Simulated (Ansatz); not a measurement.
# Is Zr3GeB antiperovskite a stable metal?, part 2 of 2

The plan: relax Zr3GeB antiperovskite, check its phonons, and, if the lattice is stable, compute its Eliashberg function and ρ(T).

Ansatz 0.2.0; DFT PBEsol, scalar-relativistic, plane waves, PAW.

So far. Step 2 (Relaxing cell and atoms): The largest force is now zero by symmetry and the largest stress component 0.021 GPa, small enough for phonons. The relaxed cell has a = 4.525 Å (conventional setting).

The structure was built from a prototype and need not be the compound's stable phase.

## Step 3: Phonons by linear response: q 2×2×2, k 4×4×4

Couplings are defined for a stable lattice alone, so phonons come first.

input.yaml

```yaml
crystal:
  lattice:
    - [4.5251622217, 0.0, 0.0]
    - [0.0, 4.5251622217, 0.0]
    - [0.0, 0.0, 4.5251622217]
  atoms:
    - { symbol: Ge, position: [0.0, 0.0, 0.0] }
    - { symbol: Zr, position: [0.5, 0.5, 0.0] }
    - { symbol: Zr, position: [0.5, 0.0, 0.5] }
    - { symbol: Zr, position: [0.0, 0.5, 0.5] }
    - { symbol: B, position: [0.5, 0.5, 0.5] }
kpoints:
  mp_grid: { grid: [4, 4, 4] }
hamiltonian:
  xc: pbesol
scf:
  occupations: { method: methfessel_paxton, width: 0.2 }
output:
  eigenvalues: true
phonons:
  method: dfpt
  qmesh: [2, 2, 2]
  temperatures: { t_max: 1000, t_step: 50 }
  qpath:
    path:
      - [[0.0, 0.0, 0.0], [0.0, 0.5, 0.0], [0.5, 0.5, 0.0], [0.0, 0.0, 0.0], [0.5, 0.5, 0.5], [0.0, 0.5, 0.0]]
      - [[0.5, 0.5, 0.5], [0.5, 0.5, 0.0]]
    npoints: 10
```

The run is started by

```console
$ ansatz run input.yaml --threads 4 --pin off --max-ram 16384MiB --backend cpu --events-out ev --progress --plain --runs-dir out
```

Numbers of over 12 decimals in the logs are rounded to 6 here.

Log:

```text
[...]
Crystal: 5 atoms, lattice volume = 92.662 Å³
Basis set: ecut = 420 eV, 1839 PW (Γ), exchange–correlation on 64×64×64 points (8 copies of the dense FFT grid, shifted against one another)
Bands: 32, of which v1, the nominal top of the filled ones, is band 27 counted from 1 (26 counted from 0)
Symmetry: 48 space group operations
k-points: 10 of 64
[...]
SCF iter   1: F=—  HF=-16794.226700 eV  |F-HF|=—  |Δ(HF+E_count)|=         —  Δρ=9.38e-3  dr2=2.30e-1  ethr=1.77e-3  ⟨swp⟩=4.2  Hψ=1198  notcnv=0
[...]
SCF iter  10: F=-16794.164675 eV  HF=-16794.164675 eV  |F-HF|=1.46e-11  |Δ(HF+E_count)|=    0.00e0  S|Δr|=    0.00e0  Δρ=2.22e-8  dr2=4.38e-13  ethr=1.00e-12  ⟨swp⟩=5.8  Hψ=1268  notcnv=0
SCF 1 converged in 10 iterations: F = -16794.164675 eV  dr2 = 4.38e-13
[...]
phonons: the bands overlap, so this run is a metal and interpolates without the dipole-dipole term. If the crystal is really an insulator or semiconductor, its LO-TO splitting is missing
NSCF: frozen V_eff on 10 k-points
[...]
DFPT response loops at q = (0, 0, 0) (fractional): preconditioner auto → Kerker (q_TF=auto, 2.486 Å⁻¹) (partly filled bands, converged f_vac=0.000); β = 1.00, the filter's whole step (`scf.mixing.beta` (0.50) is not read by the response loops under this deck's `scf.mixing.preconditioner`; to damp them name `kerker` or `kerker_dos`, under which they read `scf.mixing.beta`, and type it under 1.00, their step now; both keys bind the ground state too); Broyden in place of MSR1
[...]
SCF converged after 10 iterations
Stability not checked: this state was not tested for a lower state beside it, because cold or Methfessel-Paxton smearing, or corrected tetrahedra, fill the levels in a way that the test cannot read (fill_not_monotonic; see scf.lower_state_search)
Free energy (F): -16794.164675 eV
[...]
Internal energy: -16794.148185 eV  (E = F + TS)
E sigma→0 (E₀):  -16794.160553 eV
Entropy (-TS):   -0.016490 eV (-3.298 meV/atom)
Fermi energy:    13.460555 eV
[...]
--- Band table (eV; the first three rows and the last of 10) ---
  k-point 0: bands = [... 23 lower, 11.6325, 12.4858, 12.4858, 12.4858, 14.9378, 15.1107, 15.1107, 15.1107, ... 1 higher]
  k-point 1: bands = [... 23 lower, 12.0617, 12.3039, 12.3051, 12.3051, 13.2120, 14.9837, 15.1354, 15.1354, ... 1 higher]
  k-point 2: bands = [... 23 lower, 12.1024, 12.2123, 12.2123, 12.9930, 14.1767, 14.4470, 15.0975, 15.1868, ... 1 higher]
  k-point 9: bands = [... 23 lower, 11.4583, 11.4583, 13.8966, 13.8966, 13.8966, 14.0409, 14.0409, 14.0409, ... 1 higher]
--- Phonons (Γ-DFPT): 4 representative perturbations + reference (Σ response iterations 12) ---
  ASR residual: 8.852e-6 → 0.000e0 eV/Å²; symmetrization residual: 2.389e-6 eV/Å²
  ASR residual per site (eV/Å²): 5.56e-6 8.85e-6 8.85e-6 8.85e-6 1.13e-6
  Γ frequencies (cm⁻¹): 0.00 0.00 0.00 103.65 103.65 103.65 164.95 164.95 164.95 176.75 176.75 176.75 641.98 641.98 641.98
--- Phonons (arbitrary-q DFPT): 4 irreducible q on the 2×2×2 mesh ---
  q = [0.0000, 0.0000, 0.0000] (star 1, of the zone-centre solve; hermiticity 2.11e-7, symmetrization 6.36e-13): -0.00 0.00 0.00 103.65 103.65 103.65 164.95 164.95 164.95 176.75 176.75 176.75 641.98 641.98 641.98
  q = [0.0000, 0.0000, -0.5000] (star 3, 9 solved perturbations in 216 linear systems a pass and spin channel, the states on 27 of 64 k-point pairs; hermiticity 1.13e-7, symmetrization 1.91e-8): 76.54 89.34 89.34 102.20 102.20 106.88 123.10 125.64 125.64 174.52 174.52 260.24 638.79 638.79 645.24
[...]
sum rule: each row above includes the acoustic sum rule's correction from the zone centre's row sums; it moved no ω² by more than (0.17 cm⁻¹)²
  mesh force constants: q→R imaginary residual 1.76e-18; ASR residual 8.852e-6 → 0.000e0 eV/Å²; symmetrization residual 3.908e-14 eV/Å²
  interpolated dispersion: 62 rows × 15 modes
  density of states and harmonic sums: on the 14×14×14 q-mesh, interpolated from the force constants of a 2×2×2 supercell (no non-analytic term)
  largest difference from the sums on the solved wave vectors: F 9.55e-2 eV, S 1.21e-4 and C_V 2.60e-5 eV/K
  zero-point energy: 0.212899 eV/cell   skipped modes (ω ≤ 0): 111, of them read as no rigid motion or as one in doubt: 108 (8.258e-1 modes/cell left out, lowest -94.98 cm⁻¹)   left out of the sums: 5.51e-2 of the cell's modes: C_V's classical limit lies that fraction below 3 k_B per atom; for a crystal, a wire or a layer, F and S can be off by more, and a phonons.interpolated_qmesh denser along its periods is the remedy for the sampling
```

It took 54 s on 4 threads of Arm Neoverse V2, shared host; peak memory 0.67 GiB; 3.4 min of CPU time.

In the SCF lines HF is the Harris–Foulkes energy and dr2 the Hartree energy of the density residual, in eV; the loop may stop once dr2 is under the threshold and the program's other checks hold. Hψ counts applications of the Hamiltonian.

This step gave:

```yaml
share_of_imaginary_modes_in_the_plain_interpolation_between_solved_wavevectors: 0.054
highest_frequency_solved_or_plainly_interpolated: 667.3 cm⁻¹
```

Solved on the 2×2×2 mesh alone; all other wavevectors are interpolated. Phonon branches along the path, in cm⁻¹:

```csv
point,branch 1,branch 2,branch 3,branch 4,branch 12,branch 13,branch 14,branch 15
Γ,0,0,0,104,177,642,642,642
halfway,50,50,73,106,218,640,640,644
X,76,89,89,102,260,639,639,645
halfway,-49,75,83,94,272,629,631,653
M,-95,54,54,104,292,617,617,667
halfway,27,66,92,101,229,636,636,647
Γ,0,0,0,104,177,642,642,642
halfway,31,31,81,104,235,636,636,637
R,-63,-63,-63,100,300,616,616,616
halfway,-49,-25,53,99,278,624,636,637
X,76,89,89,102,260,639,639,645
jump to R,-63,-63,-63,100,300,616,616,616
halfway,-81,-30,-30,99,293,616,616,644
M,-95,54,54,104,292,617,617,667
```

Lowest modes at the softest wavevector of the mesh. Modes at q = (0.500, 0.500, 0.000), with each element's share of the kinetic energy (negative means imaginary):

```csv
mode,frequency (cm⁻¹),Ge %,Zr %,B %
1,-95.0,0,100,0
2,54.5,16,84,0
3,54.5,16,84,0
4,104.1,100,0,0
5,104.5,0,100,0
6,104.5,0,100,0
```

Displacements in mode 1 (-95.0 cm⁻¹), the largest set to 1, in the home cell:
```
Ge1  0.00  0.00  0.00
Zr2  0.00  0.00  0.00
Zr3  1.00  0.00  0.00
Zr4  0.00 -1.00  0.00
B5   0.00  0.00  0.00
```

Displacements in mode 3 (54.5 cm⁻¹), the largest set to 1, in the home cell:
```
Ge1 -0.49 -0.05  0.00
Zr2 -0.11 -1.00  0.00
Zr3  0.00  0.00  0.00
Zr4  0.00  0.00  0.00
B5   0.01  0.06  0.00
```

Among the solved wavevectors the lowest mode, translations apart, is -95 cm⁻¹, imaginary.

## Step 4: Phonons by linear response: q 2×2×2, k 6×6×6

An imaginary mode on so few k-points may come from the sampling, so the phonons are repeated with another k mesh.

input.yaml: that of step 3 with these lines changed.

```diff
@@ -12,3 +12,3 @@
 kpoints:
-  mp_grid: { grid: [4, 4, 4] }
+  mp_grid: { grid: [6, 6, 6] }
 hamiltonian:
```

The mesh is denser.

Log:

```text
[...]
Crystal: 5 atoms, lattice volume = 92.662 Å³
Basis set: ecut = 420 eV, 1839 PW (Γ), exchange–correlation on 64×64×64 points (8 copies of the dense FFT grid, shifted against one another)
Bands: 32, of which v1, the nominal top of the filled ones, is band 27 counted from 1 (26 counted from 0)
Symmetry: 48 space group operations
k-points: 20 of 216
[...]
SCF iter   1: F=—  HF=-16794.219243 eV  |F-HF|=—  |Δ(HF+E_count)|=         —  Δρ=1.07e-2  dr2=2.80e-1  ethr=1.77e-3  ⟨swp⟩=4.3  Hψ=2433  notcnv=0
[...]
SCF iter  10: F=-16794.149357 eV  HF=-16794.149357 eV  |F-HF|=3.64e-12  |Δ(HF+E_count)|=  3.64e-12  S|Δr|=    0.00e0  Δρ=3.15e-8  dr2=1.11e-12  ethr=1.00e-12  ⟨swp⟩=5.3  Hψ=2622  notcnv=0
SCF 1 converged in 10 iterations: F = -16794.149357 eV  dr2 = 1.11e-12
[...]
SCF converged after 10 iterations
[...]
Free energy (F): -16794.149357 eV
[...]
Internal energy: -16794.147067 eV  (E = F + TS)
E sigma→0 (E₀):  -16794.148784 eV
Entropy (-TS):   -0.002290 eV (-0.458 meV/atom)
Fermi energy:    13.532211 eV
[...]
--- Band table (eV; the first three rows and the last of 20) ---
  k-point 0: bands = [... 23 lower, 11.6480, 12.4715, 12.4715, 12.4715, 14.9274, 15.0997, 15.0997, 15.0997, ... 1 higher]
  k-point 1: bands = [... 23 lower, 11.7521, 12.3741, 12.3741, 12.6540, 13.5237, 15.1063, 15.1063, 15.2536, ... 1 higher]
  k-point 2: bands = [... 23 lower, 11.9755, 12.2582, 12.2582, 12.4596, 13.5219, 14.7345, 15.1727, 15.1727, ... 1 higher]
  k-point 19: bands = [... 23 lower, 11.4415, 11.4415, 13.9057, 13.9057, 13.9057, 14.0588, 14.0588, 14.0588, ... 1 higher]
[...]
ASR residual: 1.086e-5 → 0.000e0 eV/Å²; symmetrization residual: 2.034e-6 eV/Å²
  ASR residual per site (eV/Å²): 1.09e-5 9.81e-6 9.81e-6 9.81e-6 7.79e-6
[...]
--- Phonons (arbitrary-q DFPT): 4 irreducible q on the 2×2×2 mesh ---
[...]
interpolated dispersion: 62 rows × 15 modes
[...]
```

Elapsed: 1.8 min, on 4 threads; peak memory 0.93 GiB; 7 min of CPU time.

This step gave:

```
share of imaginary modes in the plain interpolation between solved wavevectors : 0.0606
highest frequency, solved or plainly interpolated                              : 635.8 cm⁻¹
```

Solved on the 2×2×2 mesh alone; all other wavevectors are interpolated. Phonon branches along the path, in cm⁻¹:

```csv
point,branch 1,branch 2,branch 3,branch 4,branch 12,branch 13,branch 14,branch 15
Γ,0,0,0,98,172,636,636,636
halfway,51,51,69,103,218,634,634,634
X,65,90,90,100,265,632,633,633
halfway,-58,81,82,96,273,622,623,624
M,-101,55,55,102,288,611,611,616
halfway,-8,66,89,102,226,629,629,630
Γ,0,0,0,98,172,636,636,636
halfway,15,15,85,103,234,625,625,625
R,-59,-59,-59,103,306,623,623,623
halfway,-59,-7,50,100,279,619,621,622
X,65,90,90,100,265,632,633,633
jump to R,-59,-59,-59,103,306,623,623,623
halfway,-82,-31,-31,101,294,617,617,620
M,-101,55,55,102,288,611,611,616
```

Lowest modes at the softest wavevector of the mesh. Modes at q = (0.500, 0.000, 0.500), with each element's share of the kinetic energy (negative means imaginary):

```csv
mode,frequency (cm⁻¹),Ge %,Zr %,B %
1,-100.7,0,100,0
2,55.2,17,83,0
3,55.2,17,83,0
4,101.8,100,0,0
5,104.0,0,100,0
6,104.0,0,100,0
```

Displacements in mode 1 (-100.7 cm⁻¹), the largest set to 1, in the home cell:
```
Ge1  0.00  0.00  0.00
Zr2  1.00  0.00  0.00
Zr3  0.00  0.00  0.00
Zr4  0.00  0.00 -1.00
B5   0.00  0.00  0.00
```

Displacements in mode 4 (101.8 cm⁻¹), the largest set to 1, in the home cell:
```
Ge1 0.00 1.00 0.00
Zr2 0.00 0.00 0.00
Zr3 0.00 0.00 0.00
Zr4 0.00 0.00 0.00
B5  0.00 0.00 0.00
```

The modes has structure finer than the step of the table below, so its rows give means over 25 cm⁻¹, whole bins alone (the curve runs from -109 to 665 cm⁻¹). Peaks (cm⁻¹: height): B 625.9: 0.129; Ge 105.3: 0.125; Zr -45.6: 0.0167, 100.4: 0.0493, 153.9: 0.0799, 217.2: 0.0264, 265.8: 0.0306, 625.9: 0.00967.

Phonopy on the run's constants, 13x13x13 mesh, Gaussian sigma 5.5 cm⁻¹. Modes against wavenumber; means over each step; values in 1/cm⁻¹/cell:

```csv
wavenumber (cm⁻¹),B,Ge,Zr
-75,0,4.9e-5,0.0107
-50,0,1.3e-4,0.0142
-25,0,1.3e-4,0.00768
0,2.8e-6,5.1e-5,0.00243
25,6.1e-5,7.9e-4,0.0119
50,1.5e-4,0.00237,0.0249
75,1.7e-4,0.00462,0.0272
100,2.1e-4,0.0785,0.0393
125,5.1e-5,0.0250,0.0307
150,6.5e-4,0.00654,0.0637
175,0.00285,0.00148,0.0354
200,0.00157,2.1e-4,0.0160
225,0.00118,8.4e-5,0.0164
250,7.8e-4,3.4e-5,0.0224
275,2.7e-4,6.6e-6,0.0226
300,3.1e-5,0,0.00398
325,0,0,2.6e-5
350,0,0,0
375,0,0,0
400,0,0,0
425,0,0,0
450,0,0,0
475,0,0,0
500,0,0,0
525,0,0,0
550,0,0,0
575,0,0,0
600,0.00883,1.9e-6,3.2e-4
625,0.0958,3.2e-5,0.00681
650,0.00742,3.4e-6,8.1e-4
```

No LO-TO term; unit eigenvectors of the mass-weighted matrix. Modes at Γ, with each element's share of the kinetic energy:

```csv
mode,frequency (cm⁻¹),symmetry,Ge %,Zr %,B %
1,0.0,T1u,20,77,3
2,0.0,T1u,20,77,3
3,0.0,T1u,20,77,3
4,97.8,T1u,71,29,0
5,97.8,T1u,71,29,0
6,97.8,T1u,71,29,0
7,166.8,T2u,0,100,0
8,166.8,T2u,0,100,0
9,166.8,T2u,0,100,0
10,172.5,T1u,8,82,9
11,172.5,T1u,8,82,9
12,172.5,T1u,8,82,9
13,635.8,T1u,0,13,87
14,635.8,T1u,0,13,87
15,635.8,T1u,0,13,87
```

Displacements in mode 4 (97.8 cm⁻¹), the largest set to 1:
```
Ge1 -0.01 -0.35  1.00
Zr2  0.00  0.14 -0.01
Zr3  0.00  0.01 -0.40
Zr4  0.00  0.14 -0.40
B5   0.00 -0.05  0.16
```

Displacements in mode 14 (635.8 cm⁻¹), the largest set to 1:
```
Ge1  0.00  0.00 -0.01
Zr2  0.00  0.00 -0.13
Zr3  0.00  0.04  0.01
Zr4  0.03  0.00  0.01
B5  -0.26 -0.34  1.00
```

Among the solved wavevectors the lowest mode, translations apart, is -101 cm⁻¹, imaginary.

## Step 5: Results

```json
{
  "phonon run of the rows without a label of their own": "PBEsol, q 2×2×2, k 6×6×6",
  "softest mode on the q mesh": "-101 cm⁻¹ at q = (0.5, 0, 0.5)",
  "highest frequency, solved or plainly interpolated": "636 cm⁻¹"
}
```

In words: The lattice is dynamically unstable at this level: a mode at q = (0.5, 0, 0.5) is imaginary, 101i cm⁻¹, so no harmonic coupling constant or resistivity is defined for this structure. These meshes are coarse, and single modes of a metal can move by tens of cm⁻¹ with the k mesh. The phonon runs are not spin-polarised. The structure was built by hand as an ordered model, and its stability against other phases was not tested.

[Logs are printed without paths, hosts, clocks, repeated set-up lines and the standing remarks that a program may print on its own settings, such as how far it seeks lower states.]

[Hosts, paths, dates, database ids (printed as entryN), source tags and the programs' standing remarks are cut or masked in the printed files.]
